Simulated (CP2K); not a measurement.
Two runs for the C K edge of 1,4-difluorobenzene. Run A: CP2K XAS_TDP, all-electron GAPW, PBEh(45%), aug-cc-pVDZ, TDA, no relativity. Run B differs in one setting.

First lines with a strength over 0.0015. A:

```tsv
atom	energy (eV)	states	strength, one atom
C2 (bonded to 2 C and F), 2 alike	283.74	1	0.0602
	286.21	1	0.0453
	288.85	1	0.0085
	289.38	1	0.0051
	290.04	2	0.0056
C3 (bonded to 2 C and H), 4 alike	281.55	1	0.0501
	284.76	1	0.0125
	285.66	1	0.0022
	286.51	1	0.0049
	287.19	1	0.0042
```

B:

```tsv
atom	energy (eV)	states	strength, one atom
C2 (bonded to 2 C and F), 2 alike	289.56	1	0.0590
	292.03	1	0.0444
	294.67	1	0.0083
	295.20	1	0.0050
	295.86	2	0.0055
C3 (bonded to 2 C and H), 4 alike	287.34	1	0.0491
	290.56	1	0.0122
	291.46	1	0.0022
	292.31	1	0.0048
	292.98	1	0.0041
```

Which was it: the functional, GW2X switched on, the basis, scalar relativity switched on?

GW2X switched on. GW2X shifts an atom's lines together and keeps their spacings. Against PBEh(45%) in aug-cc-pVDZ, the leading lines move by +5.82 eV (C2, to 289.56) and +5.79 eV (C3, to 287.34).

[Banner, clock and machine lines of the logs are left out without a mark of their own.]

[Logs are printed without paths, hosts, clocks, repeated set-up lines and the standing remarks that a program may print on its own settings, such as how far it seeks lower states.]

[Hosts, paths, dates, database ids (printed as entryN), source tags and the programs' standing remarks are cut or masked in the printed files.]
